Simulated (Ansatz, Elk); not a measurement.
## BeCu4Bi: X-ray structure factors from the self-consistent density

Structure refinements treat a crystal as free atoms side by side. For a made-up structure of BeCu4Bi (cell and positions from a PBE relaxation) the runs below show what the calculated density changes in F(hkl).

Main program and level: Elk 11.2.3 (patched build); DFT, PBE, all-electron APW+lo, Dirac cores, scalar-relativistic bands, static density, no spin.

This account leaves out most program logs.

The structure was built from a prototype and need not be the compound's stable phase.

## (1) The starting structure

Symmetry: P-6m2, No. 187, hexagonal system. Conventional cell: a = 5.102 Å, b = 5.102 Å, c = 3.887 Å, α = 90.00°, β = 90.00°, γ = 120.00°. Nearest to Bi lie 15 Cu at 2.95 to 3.21 Å and 3 Be at 2.95 Å. Nearest to Cu lie 2 Be at 2.41 Å and 6 Cu at 2.47 to 2.63 Å and 4 Bi at 3.21 Å. Nearest to Cu lie 6 Cu at 2.47 Å and 3 Be at 2.95 Å and 3 Bi at 2.95 Å. Nearest to Be lie 9 Cu at 2.41 to 2.95 Å and 3 Bi at 2.95 Å. Farther neighbours are not listed.

## (2) Ground state and structure factors

An all-electron density is needed, since X-rays see the cores too. Task 0 finds the density and task 195 Fourier-transforms it; tshift is off so that phases refer to the origin typed.

elk.in reads:

```
tasks
  0
  195

xctype
  20

spinpol
  .false.

rgkmax
  7.0

gmaxvr
  14.0

lmaxo
  7

lmaxapw
  8

swidth
  0.002

tshift
  .false.

ramdisk
  .false.

hmaxvr
  5.5

maxscl
  120

epspot
  1e-06

sppath
  './'

avec
  9.64180094959 0.00000000000 0.00000000000
  -4.82090047479 8.35004456057 0.00000000000
  0.00000000000 0.00000000000 7.34547414106

atoms
  3
  'Bi.in'
  1
  0.0000000000 0.0000000000 0.0000000000   0.000000 0.000000 0.000000
  'Cu.in'
  4
  0.4949721162 0.9899442325 0.5000000000   0.000000 0.000000 0.000000
  0.4949721162 0.5050278838 0.5000000000   0.000000 0.000000 0.000000
  0.0100557675 0.5050278838 0.5000000000   0.000000 0.000000 0.000000
  0.6666666667 0.3333333333 0.0000000000   0.000000 0.000000 0.000000
  'Be.in'
  1
  0.3333333333 0.6666666667 0.0000000000   0.000000 0.000000 0.000000

ngridk
  5 5 6
```

Started as:

```sh
> OMP_NUM_THREADS=4 elk
```

The job ended after 51 s (4 threads of Arm Neoverse V2, shared host; peak memory 0.23 GiB).

SFACRHO.OUT:

```text

h k l indices transformed by vhmat matrix:
   1.000000000       0.000000000       0.000000000    
   0.000000000       1.000000000       0.000000000    
   0.000000000       0.000000000       1.000000000    

      h      k      l  multipl.   |H|            Re(F)            Im(F)           |F|

      0      0      0      1   0.0000000       203.00000     -0.86285294E-17   203.00000    
     -1      0      0      3  0.75247327       35.849428       17.042394       39.694139    
      0     -1      0      3  0.75247327       35.849428      -17.042394       39.694139    
      0      0      1      2  0.85538186       26.809778      0.89649115E-14   26.809778    
      0      1      1      6   1.1392516       83.568291       22.156314       86.455546    
      0     -1      1      6   1.1392516       83.568291      -22.156314       86.455546    
     -2      1      0      6   1.3033219       72.901706     -0.27514995E-07   72.901706    
      0     -2      0      3   1.5049465       122.28105       17.543523       123.53312    
     -2      0      0      3   1.5049465       122.28105      -17.543523       123.53312    
     -2      1     -1     12   1.5589503       112.88775      0.93309024E-09   112.88775    
      0      0     -2      2   1.7107637       151.66370      0.15716088E-13   151.66370    
     -2      0     -1      6   1.7310523      -8.6569347      -16.626349       18.745080    
      2      0      1      6   1.7310523      -8.6569347       16.626349       18.745080    
      1      0     -2      6   1.8689378       32.615915      -13.545492       35.316827    
     -1      0     -2      6   1.8689378       32.615915       13.545492       35.316827    
     -1     -2      0      6   1.9908571       32.264885      -20.470655       38.210869    
      2     -3      0      6   1.9908571       32.264885       20.470655       38.210869    
     -2      1     -2     12   2.1506651       62.520372     -0.22631151E-07   62.520372
```

Elk indexes on the primitive cell of elk.in and gives |H| = 4π sin θ/λ in inverse bohr. Below, one row stands for each form hkl of the conventional cell (m members, Friedel mates merged), F is for one primitive cell and the density is static (no thermal factor). Free-atom factors are Waasmaier and Kirfel's, and R is Σm||F|−|F'||/Σm|F|.

```csv
hkl,m,sin θ/λ (Å⁻¹),"abs F, DFT",neutral atoms,diff.,abs of complex diff.
100,6,0.113,39.694,39.858,-0.164,0.198
001,2,0.129,26.810,26.600,+0.210,0.210
101,12,0.171,86.456,86.718,-0.262,0.344
110,6,0.196,72.902,72.832,+0.070,0.070
200,6,0.226,123.533,124.560,-1.026,1.044
111,12,0.234,112.888,113.656,-0.768,0.768
002,2,0.257,151.664,153.163,-1.499,1.499
201,12,0.260,18.745,19.571,-0.826,1.224
102,12,0.281,35.317,34.903,+0.414,0.540
210,12,0.299,38.211,38.044,+0.166,0.495
112,12,0.323,62.520,62.547,-0.026,0.026
211,24,0.326,69.758,69.873,-0.114,0.164
300,6,0.340,61.510,61.451,+0.059,0.100
202,12,0.343,104.918,105.305,-0.387,0.392
301,12,0.363,95.071,95.346,-0.275,0.276
003,2,0.386,24.248,24.120,+0.128,0.128
220,6,0.392,123.750,124.038,-0.288,0.288
212,24,0.395,34.885,34.823,+0.061,0.131
103,12,0.402,64.634,64.670,-0.036,0.042
310,12,0.408,32.332,32.319,+0.013,0.059
221,12,0.413,24.701,24.610,+0.091,0.091
302,12,0.426,55.623,55.602,+0.021,0.030
```

## (3) The highest occupied states alone

An energy window below the Fermi level keeps the highest occupied states, to see at which angles they scatter; shallow core shells can lie inside it and anion s states outside. No new self-consistency is needed.

Edit elk.in of step 2 so:

```diff
@@ -1,3 +1,2 @@
 tasks
-  0
   195
@@ -40,2 +39,5 @@
 
+wsfac
+  -0.297040 0.554200
+
 sppath
```

Started as:

```sh
> OMP_NUM_THREADS=4 elk
```

Wall time 11 s (4 threads); peak memory 0.16 GiB.

States within 15 eV below the Fermi level hold 51.00 electrons; any levels below the window count with the cores. Their amplitudes can exceed the total, where window and core parts have opposite phase:

```csv
hkl,sin θ/λ (Å⁻¹),"abs F, window","abs F, all"
100,0.113,13.320,39.694
001,0.129,14.724,26.810
101,0.171,8.279,86.456
110,0.196,0.790,72.902
200,0.226,15.988,123.533
111,0.234,11.840,112.888
002,0.257,21.579,151.664
201,0.260,19.410,18.745
102,0.281,8.447,35.317
210,0.299,8.836,38.211
```

## (4) Another functional

The difference from free atoms is small, so it is set against the change that LDA (Perdew-Wang) makes.

Edit elk.in of step 3 so:

```diff
@@ -1,2 +1,3 @@
 tasks
+  0
   195
@@ -4,3 +5,3 @@
 xctype
-  20
+  3
 
@@ -39,5 +40,2 @@
 
-wsfac
-  -0.297040 0.554200
-
 sppath
```

Started as:

```sh
> OMP_NUM_THREADS=4 elk
```

The job ended after 32 s (4 threads; peak memory 0.16 GiB; 1.7 min of CPU time).

Against the first run R = 0.02 %; the largest change is -0.072 at 220.

## (5) Basis size

A smaller basis shows how fast F responds to it; the change is likely larger than the basis error of the first run, but doesn't show convergence.

Edit elk.in of step 4 so:

```diff
@@ -5,3 +5,3 @@
 xctype
-  3
+  20
 
@@ -11,3 +11,3 @@
 rgkmax
-  7.0
+  5.5
```

Started as:

```sh
> OMP_NUM_THREADS=4 elk
```

It took 41 s on 4 threads; peak memory 0.22 GiB.

Against the first run R = 0.02 %; the largest change is +0.103 at 220.

## (6) Settings against the effect

```csv
run,R against the first run (%),"R against neutral atoms, low angle (%)",wall time
"PBE, rgkmax 7",0.00,0.76,51 s
LDA (Perdew-Wang),0.02,0.77,32 s
rgkmax 5.5,0.02,0.78,41 s
```

## (7) Outcome

```json
{
  "R against neutral atoms, sin θ/λ < 0.3 Å⁻¹": "0.76 %",
  "R against neutral atoms, 0.3 to 0.83 Å⁻¹": "0.15 %"
}
```

What this shows: Independent neutral atoms miss the calculated amplitudes by R = 0.76 % below 0.3 Å⁻¹ and 0.15 % from there to 0.83 Å⁻¹; by shells, 0.48 % below 0.15 Å⁻¹ (2 forms), 0.78 % 0.15 to 0.3 (8 forms), 0.15 % 0.3 to 0.45 (15 forms), 0.15 % above 0.45 (88 forms). Bonding, aspherical density and the tables' own atoms all enter these figures, and the runs don't part them. The largest change of an amplitude is -1.50 electrons, at 002. R counts amplitudes alone; phases shift too. The window's part falls from 51.0 electrons at the origin to at most 9.46 between 0.45 and 0.83 Å⁻¹, where compact states inside the window still scatter. Below 0.3 Å⁻¹ the changes that finished (LDA (Perdew-Wang) and rgkmax 5.5) move F by R = 0.02 % at most, against the 0.76 % that separates it from free atoms. The k-mesh has no finished test. These runs have no spin, though d or f shells may be open. Spin-orbit coupling is left out, which can matter for elements this heavy. Part of the difference isn't bonding: the tables are fits to free atoms and ions calculated by other methods than this functional. Thermal motion, anomalous dispersion and extinction are left out.

[Logs are printed without paths, hosts, clocks, repeated set-up lines and the standing remarks that a program may print on its own settings, such as how far it seeks lower states.]

[Hosts, paths, dates, database ids (printed as entryN), source tags and the programs' standing remarks are cut or masked in the printed files.]
